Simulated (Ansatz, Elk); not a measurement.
## How far do independent atoms describe Sc2Ni2I?

Structure refinements treat a crystal as free atoms side by side. For a made-up structure of Sc2Ni2I (cell and positions from a PBEsol relaxation) the runs below show what the calculated density changes in F(hkl).

Calculated with Elk 11.2.3 (patched build); DFT, PBE, all-electron APW+lo, Dirac cores, scalar-relativistic bands, static density, no spin.

The structure was built from a prototype and need not be the compound's stable phase.

**1. The starting structure**

It takes space group P-6m2 (No. 187, hexagonal). The conventional cell has a = 3.849 Å, b = 3.849 Å, c = 7.667 Å, α = 90.00°, β = 90.00°, γ = 120.00°. I has 6 Sc at 3.16 Å nearest. Nearest to Ni lie 3 Ni at 2.22 Å. Ni has 3 Ni at 2.22 Å nearest. Nearest to Sc lie 6 Ni at 2.73 Å and 3 I at 3.16 Å and 1 Sc at 3.17 Å. Farther neighbours and most contacts between anions are not listed.

**2. Ground state and structure factors**

An all-electron density is needed, since X-rays see the cores too. Task 0 finds the density and task 195 Fourier-transforms it; tshift is off so that phases refer to the origin typed.

elk.in reads:

```
tasks
  0
  195

xctype
  20

spinpol
  .false.

rgkmax
  7.0

gmaxvr
  14.0

lmaxo
  7

lmaxapw
  8

swidth
  0.002

tshift
  .false.

ramdisk
  .false.

hmaxvr
  5.5

maxscl
  120

epspot
  1e-06

sppath
  './'

avec
  7.27403272380 0.00000000000 -0.00000000000
  -3.63701636190 6.29949712677 -0.00000000000
  -0.00000000000 -0.00000000000 14.48775896612

atoms
  3
  'I.in'
  1
  0.6666666667 0.3333333333 0.5000000000   0.000000 0.000000 0.000000
  'Ni.in'
  2
  0.6666666667 0.3333333333 -0.0000000000   0.000000 0.000000 0.000000
  0.3333333333 0.6666666667 0.0000000000   0.000000 0.000000 0.000000
  'Sc.in'
  2
  -0.0000000000 0.0000000000 0.7930307240   0.000000 0.000000 0.000000
  -0.0000000000 0.0000000000 0.2069692760   0.000000 0.000000 0.000000

ngridk
  7 7 3
```

Started as:

```
> OMP_NUM_THREADS=4 elk
```

Numbers of over 12 decimals in the logs are rounded to 6 here.

The log of the run:

```text
┌─────────────────────────┐
│ Elk code version 11.2.3 │
└─────────────────────────┘

All units are atomic (Hartree, Bohr, etc.)

┌─────────────────────────────────────────────────┐
│ Ground-state run starting from atomic densities │
└─────────────────────────────────────────────────┘

Lattice vectors :
   7.274032724       0.000000000      -0.000000000
  -3.637016362       6.299497127      -0.000000000
  -0.000000000      -0.000000000       14.48775897

Reciprocal lattice vectors :
  0.8637829311      0.4987053078       0.000000000
   0.000000000      0.9974106156       0.000000000
   0.000000000       0.000000000      0.4336892491

Unit cell volume      :    663.8689317
Brillouin zone volume :   0.3736433528

Muffin-tin inner radius fraction :   0.1000000000E-01

Nuclei treated as point charges

Species : 1 (I)
 parameters loaded from : I.in
 name : iodine
 nuclear charge    :   -53.00000000
 electronic charge :    53.00000000
 atomic mass :    231332.6972
 muffin-tin radius :    2.600000000
 number of radial points in muffin-tin :   1193
 inner part over the whole radius :   0.9964907323E-02
 number on inner part of muffin-tin    :    851
 approximate nuclear radius :   0.9002358621E-04
 number of mesh points to nuclear radius :    431
 atomic positions (lattice), magnetic fields (Cartesian) :
  1 :   0.66666667  0.33333333  0.50000000    0.00000000  0.00000000  0.00000000

Species : 2 (Ni)
 parameters loaded from : Ni.in
 name : nickel
 nuclear charge    :   -28.00000000
 electronic charge :    28.00000000
 atomic mass :    106991.5231
 muffin-tin radius :    2.074832375
 number of radial points in muffin-tin :    993
 inner part over the whole radius :   0.9903856147E-02
 number on inner part of muffin-tin    :    698
 approximate nuclear radius :   0.7325707712E-04
 number of mesh points to nuclear radius :    338
 atomic positions (lattice), magnetic fields (Cartesian) :
  1 :   0.66666667  0.33333333  0.00000000    0.00000000  0.00000000  0.00000000
  2 :   0.33333333  0.66666667  0.00000000    0.00000000  0.00000000  0.00000000

Species : 3 (Sc)
 parameters loaded from : Sc.in
 name : scandium
 nuclear charge    :   -21.00000000
 electronic charge :    21.00000000
 atomic mass :    81949.61073
 muffin-tin radius :    2.400000000
 number of radial points in muffin-tin :    993
 inner part over the whole radius :   0.9898716403E-02
 number on inner part of muffin-tin    :    698
 approximate nuclear radius :   0.6711386133E-04
 number of mesh points to nuclear radius :    323
 atomic positions (lattice), magnetic fields (Cartesian) :
  1 :   0.00000000  0.00000000  0.79303072    0.00000000  0.00000000  0.00000000
  2 :   0.00000000  0.00000000  0.20696928    0.00000000  0.00000000  0.00000000

Total number of atoms per unit cell :    5
Total muffin-tin volume :    264.2624539
 ratio of muffin-tin to unit cell volume :   0.3980641981

Spin treatment :
 spin-unpolarised

Number of Bravais lattice symmetries :   24
Number of crystal symmetries         :   12
Crystal has no inversion symmetry
Complex Hermitian eigensolver will be used

k-point grid :      7     7     3
k-point offset :    0.000000000       0.000000000       0.000000000
k-point set is reduced with full crystal symmetry group
Total number of k-points :       24

Muffin-tin radius times maximum |G+k| :    7.000000000
 using average radius
Maximum |G+k| for APW functions       :    3.030390990
Maximum (1/2)|G+k|²                   :    4.591634777
Maximum |G| for potential and density :    14.00000000
Constant for pseudocharge density :    9
 order of it for each species :   16  16  16
 order of it for pair densities of each species (exact exchange by exxq0 0: 17) :   12   7  10
Radial integration step length :    1

G-vector grid sizes :     35    35    70
Number of G-vectors :    30749

Maximum angular momentum used for
 APW functions            :    8
 outer part of muffin-tin :    7
 inner part of muffin-tin :    2

Total nuclear charge    :   -151.0000000
[...]
electron entropic           :    -0.61848473156160E-03
 total energy                :     -11692.185302121

Density of states at Fermi energy :    41.54831397
 (states/Hartree/unit cell)

Estimated indirect band gap :   0.3313115903E-02
 from k-point 17 to k-point 1
Estimated direct band gap   :   0.1712245931E-01
 at k-point 8

Charges :
 core                        :    80.00000000
 valence                     :    71.00000000
 interstitial                :    8.001895627
 muffin-tins (core leakage)
  species : 1 (I)
   atom 1                    :    50.29446189     (  0.2047077796E-03)
  species : 2 (Ni)
[...]
species : 3 (Sc)
[...]
total in muffin-tins        :    142.9981044
 total calculated charge     :    150.9964040
 total charge                :    151.0000000
 error                       :   0.3595964540E-02

RMS change in Kohn-Sham potential (target) :   0.7501051311     (  0.1000000000E-05)
Absolute change in total energy (target)   :    1.996933654     (  0.1000000000E-03)

[... loops 3 to 21 left out ...]

┌──────────────────┐
│ Loop number : 22 │
└──────────────────┘

Energies :
 Fermi                       :     0.279724
 sum of occupied eigenvalues :     -6974.7116790512
 electron kinetic            :      12177.726481077
 core electron kinetic       :      11558.663877824
 Coulomb                     :     -23479.808885153
 Coulomb potential           :     -18648.638306591
 nuclear-nuclear             :     -1338.9517628608
 electron-nuclear            :     -25665.714944996
 Hartree                     :      3524.8578227039
 Madelung                    :     -14155.489731857
 xc potential                :     -503.79985353701
 exchange                    :     -379.80851985145
 correlation                 :     -7.333712
 electron entropic           :    -0.20720135112421E-02
 total energy                :     -11689.226708334

Density of states at Fermi energy :    159.0270926
 (states/Hartree/unit cell)

Estimated indirect band gap :   0.4707002841E-02
 from k-point 23 to k-point 3
Estimated direct band gap   :   0.1037978866E-01
 at k-point 21

Charges :
 core                        :    80.00000000
 valence                     :    71.00000000
 interstitial                :    8.498586716
 muffin-tins (core leakage)
  species : 1 (I)
[...]
species : 2 (Ni)
[...]
species : 3 (Sc)
[...]
total in muffin-tins        :    142.5014133
 total calculated charge     :    150.9963926
 total charge                :    151.0000000
 error                       :   0.3607403871E-02

RMS change in Kohn-Sham potential (target) :   0.9174884807E-06 (  0.1000000000E-05)
Absolute change in total energy (target)   :   0.7091719453E-05 (  0.1000000000E-03)

Convergence targets achieved

┌──────────────────┐
│ Loop number : 23 │
└──────────────────┘

Energies :
 Fermi                       :     0.279724
 sum of occupied eigenvalues :     -6974.7116717824
 electron kinetic            :      12177.726463996
 core electron kinetic       :      11558.663878415
 Coulomb                     :     -23479.808866428
 Coulomb potential           :     -18648.638340555
 nuclear-nuclear             :     -1338.9517628608
 electron-nuclear            :     -25665.714871522
 Hartree                     :      3524.8577679550
 Madelung                    :     -14155.489696151
 xc potential                :     -503.79979522390
 exchange                    :     -379.80851741230
 correlation                 :     -7.333712
 electron entropic           :    -0.20720148354478E-02
 total energy                :     -11689.226704251

Density of states at Fermi energy :    159.0271953
 (states/Hartree/unit cell)

Estimated indirect band gap :   0.4706998831E-02
 from k-point 23 to k-point 3
Estimated direct band gap   :   0.1037978132E-01
 at k-point 21

Charges :
 core                        :    80.00000000
 valence                     :    71.00000000
 interstitial                :    8.498587868
 muffin-tins (core leakage)
  species : 1 (I)
[...]
species : 2 (Ni)
[...]
atom 2                    :    26.62657458     (  0.1549069345E-02)
  species : 3 (Sc)
   atom 1                    :    19.11706699     ( -0.2163377673E-06)
   atom 2                    :    19.11706699     ( -0.2163377673E-06)
 total in muffin-tins        :    142.5014121
 total calculated charge     :    150.9963926
 total charge                :    151.0000000
 error                       :   0.3607403812E-02

┌──────────────────────────────┐
│ Self-consistent loop stopped │
└──────────────────────────────┘

Warning : core states of species 1 leak from the muffin-tin :   0.2010006406E-03

Warning : core states of species 2 leak from the muffin-tin :   0.1555239288E-02

Wrote STATE.OUT
```

Run time: 70 s. Hardware: 4 threads of Arm Neoverse V1, shared host; peak memory 0.22 GiB; 3.2 min of CPU time.

SFACRHO.OUT:

```text

h k l indices transformed by vhmat matrix:
   1.000000000       0.000000000       0.000000000    
   0.000000000       1.000000000       0.000000000    
   0.000000000       0.000000000       1.000000000    

      h      k      l  multipl.   |H|            Re(F)            Im(F)           |F|

      0      0      0      1   0.0000000       151.00000      0.52856066E-16   151.00000    
      0      0     -1      2  0.43368925       13.826868     -0.13819548E-13   13.826868    
      0      0     -2      2  0.86737850       67.376238      0.50671677E-13   67.376238    
      1      0      0      3  0.99741062      -13.786687      -39.611724       41.942358    
      1     -1      0      3  0.99741062      -13.786687       39.611724       41.942358    
     -1      0     -1      6   1.0876186       7.4723617      -38.820296       39.532918    
      1      0     -1      6   1.0876186       7.4723617       38.820296       39.532918    
      0      0     -3      2   1.3010677      -20.207107      0.23032580E-13   20.207107    
     -1      0      2      6   1.3218069      -69.257662       36.798319       78.426654    
     -1      1     -2      6   1.3218069      -69.257662      -36.798319       78.426654    
     -1      0      3      6   1.6393917      -20.541856      -34.212447       39.905631    
      0     -1     -3      6   1.6393917      -20.541856       34.212447       39.905631    
     -2      1      0      6   1.7275659       105.44373     -0.24493494E-07   105.44373    
      0      0     -4      2   1.7347570       91.054528     -0.20729322E-13   91.054528    
      2     -1     -1     12   1.7811710       7.9649525     -0.24209071E-07   7.9649525    
     -1     -1      2     12   1.9330880       53.080258      0.25335838E-13   53.080258    
     -2      0      0      3   1.9948212      -12.068462      -31.698006       33.917715    
      2      0      0      3   1.9948212      -12.068462       31.698006       33.917715
```

Elk indexes on the primitive cell of elk.in and gives |H| = 4π sin θ/λ in inverse bohr. Below, one row stands for each form hkl of the conventional cell (m members, Friedel mates merged), F is for one primitive cell and the density is static (no thermal factor). Free-atom factors are Waasmaier and Kirfel's, and R is Σm||F|−|F'||/Σm|F|.

```tsv
hkl	m	sin θ/λ (Å⁻¹)	abs F, DFT	neutral atoms	diff.	abs of complex diff.
001	2	0.065	13.827	13.196	+0.630	0.630
002	2	0.130	67.376	66.818	+0.558	0.558
100	6	0.150	41.942	41.829	+0.113	0.263
101	12	0.164	39.533	39.503	+0.030	0.121
003	2	0.196	20.207	20.139	+0.069	0.069
102	12	0.199	78.427	78.536	-0.109	0.169
103	12	0.246	39.906	40.055	-0.149	0.263
110	6	0.260	105.444	105.837	-0.393	0.393
004	2	0.261	91.055	91.403	-0.348	0.348
111	12	0.268	7.965	8.306	-0.341	0.341
112	12	0.291	53.080	53.460	-0.380	0.380
200	6	0.300	33.918	34.020	-0.102	0.135
104	12	0.301	40.388	40.590	-0.202	0.292
201	12	0.307	32.032	32.073	-0.042	0.134
113	12	0.325	17.012	16.834	+0.178	0.178
005	2	0.326	22.980	23.301	-0.320	0.320
202	12	0.327	63.482	63.528	-0.046	0.046
203	12	0.358	33.349	33.408	-0.060	0.117
```

**3. The highest occupied states alone**

An energy window below the Fermi level keeps the highest occupied states, to see at which angles they scatter; shallow core shells can lie inside it and anion s states outside. No new self-consistency is needed.

elk.in: that of step 2 with these lines changed.

```diff
@@ -1,3 +1,2 @@
 tasks
-  0
   195
@@ -40,2 +39,5 @@
 
+wsfac
+  -0.161270 0.579720
+
 sppath
```

Started as:

```
> OMP_NUM_THREADS=4 elk
```

The log of the run:

```text
┌─────────────────────────────────┐
│ Elk code version 11.2.3 started │
└─────────────────────────────────┘

Info(readinput): the functional depends on the density's gradient
 muffin-tin radial points multiplied by    2.00000
 (not where nrmtscf is given)

┌────────────────────┐
│ Current task : 195 │
└────────────────────┘
Info(checkmt): changed muffin-tin radius of species 2 (Ni) from   2.4000 to   2.0748

Info(sfacrho): density structure factors written to SFACRHO.OUT

 Energy window :  -0.1612700000      0.5797200000

┌──────────────────┐
│ Elk code stopped │
└──────────────────┘
```

It took 15 s on 4 threads; peak memory 0.16 GiB.

States within 12 eV below the Fermi level hold 31.00 electrons; any levels below the window count with the cores. Their amplitudes can exceed the total, where window and core parts have opposite phase:

```tsv
hkl	sin θ/λ (Å⁻¹)	abs F, window	abs F, all
001	0.065	16.011	13.827
002	0.130	16.090	67.376
100	0.150	6.840	41.942
101	0.164	5.898	39.533
003	0.196	10.520	20.207
102	0.199	6.517	78.427
103	0.246	5.014	39.906
110	0.260	9.263	105.444
004	0.261	8.993	91.055
111	0.268	8.923	7.965
```

**4. Another functional**

The difference from free atoms is small, so it is set against the change that LDA (Perdew-Wang) makes.

elk.in: that of step 3 with these lines changed.

```diff
@@ -1,2 +1,3 @@
 tasks
+  0
   195
@@ -4,3 +5,3 @@
 xctype
-  20
+  3
 
@@ -39,5 +40,2 @@
 
-wsfac
-  -0.161270 0.579720
-
 sppath
```

Started as:

```
> OMP_NUM_THREADS=4 elk
```

The log of the run:

```text
┌─────────────────────────┐
│ Elk code version 11.2.3 │
└─────────────────────────┘

All units are atomic (Hartree, Bohr, etc.)

┌─────────────────────────────────────────────────┐
│ Ground-state run starting from atomic densities │
└─────────────────────────────────────────────────┘

Lattice vectors :
   7.274032724       0.000000000      -0.000000000
  -3.637016362       6.299497127      -0.000000000
  -0.000000000      -0.000000000       14.48775897

Reciprocal lattice vectors :
  0.8637829311      0.4987053078       0.000000000
[...]
species : 3 (Sc)
   atom 1                    :    19.13063312     ( -0.3512610697E-05)
   atom 2                    :    19.13063312     ( -0.3512610697E-05)
 total in muffin-tins        :    142.5512140
 total calculated charge     :    150.9962405
 total charge                :    151.0000000
 error                       :   0.3759527186E-02

┌──────────────────────────────┐
│ Self-consistent loop stopped │
└──────────────────────────────┘

Warning : core states of species 1 leak from the muffin-tin :   0.1987291388E-03

Warning : core states of species 2 leak from the muffin-tin :   0.1627744270E-02

Wrote STATE.OUT
[key lines of the parts left out:]
total energy                :     -11675.162844204
```

Run time: 48 s. Hardware: 4 threads; peak memory 0.17 GiB; 1.9 min of CPU time.

Against the first run R = 0.03 %; the largest change is -0.044 at 114.

**5. Basis size**

A smaller basis shows how fast F responds to it; the change is likely larger than the basis error of the first run, but doesn't show convergence.

elk.in: that of step 4 with these lines changed.

```diff
@@ -5,3 +5,3 @@
 xctype
-  3
+  20
 
@@ -11,3 +11,3 @@
 rgkmax
-  7.0
+  5.5
```

Started as:

```
> OMP_NUM_THREADS=4 elk
```

The log of the run:

```text
┌─────────────────────────┐
│ Elk code version 11.2.3 │
└─────────────────────────┘

All units are atomic (Hartree, Bohr, etc.)

┌─────────────────────────────────────────────────┐
│ Ground-state run starting from atomic densities │
└─────────────────────────────────────────────────┘

Lattice vectors :
   7.274032724       0.000000000      -0.000000000
  -3.637016362       6.299497127      -0.000000000
  -0.000000000      -0.000000000       14.48775897

Reciprocal lattice vectors :
  0.8637829311      0.4987053078       0.000000000
[...]
species : 3 (Sc)
   atom 1                    :    19.07436455     ( -0.2163440342E-06)
   atom 2                    :    19.07436455     ( -0.2163440342E-06)
 total in muffin-tins        :    142.1779342
 total calculated charge     :    150.9969229
 total charge                :    151.0000000
 error                       :   0.3077083848E-02

┌──────────────────────────────┐
│ Self-consistent loop stopped │
└──────────────────────────────┘

Warning : core states of species 1 leak from the muffin-tin :   0.2010893715E-03

Warning : core states of species 2 leak from the muffin-tin :   0.1549848398E-02

Wrote STATE.OUT
[key lines of the parts left out:]
total energy                :     -11688.906617020
```

It took 63 s on 4 threads; peak memory 0.21 GiB.

Against the first run R = 0.05 %; the largest change is +0.123 at 300.

**6. Settings against the effect**

```tsv
run	R against the first run (%)	R against neutral atoms, low angle (%)	wall time
PBE, rgkmax 7	0.00	0.47	70 s
LDA (Perdew-Wang)	0.03	0.48	48 s
rgkmax 5.5	0.05	0.55	63 s
```

**7. Outcome**

```
R against neutral atoms, sin θ/λ < 0.3 Å⁻¹ : 0.47 %
R against neutral atoms, 0.3 to 0.83 Å⁻¹   : 0.15 %
```

In words: Independent neutral atoms miss the calculated amplitudes by R = 0.47 % below 0.3 Å⁻¹ and 0.15 % from there to 0.83 Å⁻¹; by shells, 1.46 % below 0.15 Å⁻¹ (2 forms), 0.43 % 0.15 to 0.3 (9 forms), 0.16 % 0.3 to 0.45 (18 forms), 0.14 % above 0.45 (104 forms). Bonding, aspherical density and the tables' own atoms all enter these figures, and the runs don't part them. The largest change of an amplitude is +0.63 electrons, at 001. R counts amplitudes alone; phases shift too. The window's part falls from 31.0 electrons at the origin to at most 4.05 between 0.45 and 0.83 Å⁻¹, where compact states inside the window still scatter. Below 0.3 Å⁻¹ the changes that finished (LDA (Perdew-Wang) and rgkmax 5.5) move F by R = 0.09 % at most, against the 0.47 % that separates it from free atoms. The k-mesh has no finished test. These runs have no spin, though d or f shells may be open. The electron count is odd, so without spin the run is a metal by force. Part of the difference isn't bonding: the tables are fits to free atoms and ions calculated by other methods than this functional. Thermal motion, anomalous dispersion and extinction are left out.

[Logs are printed without paths, hosts, clocks, repeated set-up lines and the standing remarks that a program may print on its own settings, such as how far it seeks lower states.]

[Hosts, paths, dates, database ids (printed as entryN), source tags and the programs' standing remarks are cut or masked in the printed files.]
